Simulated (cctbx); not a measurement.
# What is wrong with this refinement?

Cell a = 7.1600 Å, b = 4.4920 Å, c = 8.2160 Å, α = 90.00°, β = 90.00°, γ = 90.00°; space group Pnma (no. 62). The compound is SnBiIr.

Simulated single-crystal data (cctbx): Mo Kα, λ = 0.71073 Å, to d = 0.84 Å, 95 % of the full sphere, strongest reflection 40000 counts, noise from counting, a 3 % proportional error and a noise floor of 15 counts (s.d.); no absorption.

An anisotropic refinement with weights 1/σ² prints:

```text
Rint 0.029, 265 unique reflections to 0.84 A
cycle     R1     wR2    GooF  max shift (A)
   1  0.4182  0.7026  34.210   0.03153
   3  0.3919  0.6442  31.365   0.00011
final R1 0.3919 wR2 0.6442 GooF 31.365  parameters 12  data/parameter 22.1
atom        x        y        z      Ueq    occ   su(xyz)  su(Uiso or U11)
Bi1    0.51354  0.75000  0.18639  -0.0008  1.000  0.00199  0.0063  NPD
Ir1    0.27256  0.75000  0.61099  -0.0102  1.000  0.00150  0.0055  NPD
difference map: max 175.14 min -50.85 rms 15.12
Q1    0.1664  0.7500  0.9337    4  178.61  2.71 A from Ir1
Q2    0.0191  0.7500  0.3106    4  127.16  0.05 A from Bi1
Q3    0.2151  0.2500  0.1046    4  110.97  0.10 A from Ir1
Q4    0.0478  0.2500  0.1431    4   38.89  1.31 A from Ir1
Q5    0.0565  0.7500  0.7590    4   36.19  1.97 A from Ir1
Q6    0.0701  0.2500  0.0004    4   35.99  1.45 A from Ir1
```

Q: Accept it or mend it, and why?

Mend it. The fault: an atom left out, Sn at (0.1663, 3/4, 0.9322). Against the right model at the same level, R1 goes from 0.0080 to 0.3919 and GooF from 0.87 to 31.36, U of Ir1 shrinks from 0.0119 to -0.0102 Å², the top difference peak, 178.6 e/Å³, lies 2.71 Å from Ir1 and Bi1 and Ir1 go non-positive-definite. Q1 is the missing atom. With scattering power missing, scale and phases suffer, so peaks may also grow on the heavy atoms.

The compound is SnBiIr. The right model at the same level gives:

```text
Rint 0.029, 265 unique reflections to 0.84 A
cycle     R1     wR2    GooF  max shift (A)
   1  0.0082  0.0183   0.902   0.00010
   2  0.0080  0.0176   0.869   0.00000
final R1 0.0080 wR2 0.0176 GooF 0.869  parameters 18  data/parameter 14.7
atom        x        y        z      Ueq    occ   su(xyz)  su(Uiso or U11)
Bi1    0.51709  0.75000  0.18878   0.0149  1.000  0.00003  0.0001
Ir1    0.27437  0.75000  0.60981   0.0119  1.000  0.00003  0.0001
Sn1    0.16642  0.75000  0.93228   0.0150  1.000  0.00006  0.0002
difference map: max 0.90 min -0.80 rms 0.20
Q1    0.2141  0.7500  0.6907    4    0.93  0.79 A from Ir1
Q2    0.0785  0.2500  0.0823    4    0.72  1.08 A from Ir1
Q3    0.1895  0.2500  0.4185    4    0.67  1.04 A from Sn1
Q4    0.2583  0.0942  0.2996    8    0.61  1.40 A from Sn1
Q5    0.1117  0.7500  0.6161    4    0.55  1.17 A from Ir1
Q6    0.2112  0.2500  0.9704    4    0.54  1.15 A from Ir1
```

The model is made up (kin elements in a known structure type, no relaxation), so it says nothing on whether the phase exists.

[Middle refinement cycles are left out of these outputs.]

[Logs are printed without paths, hosts, clocks, repeated set-up lines and the standing remarks that a program may print on its own settings, such as how far it seeks lower states.]
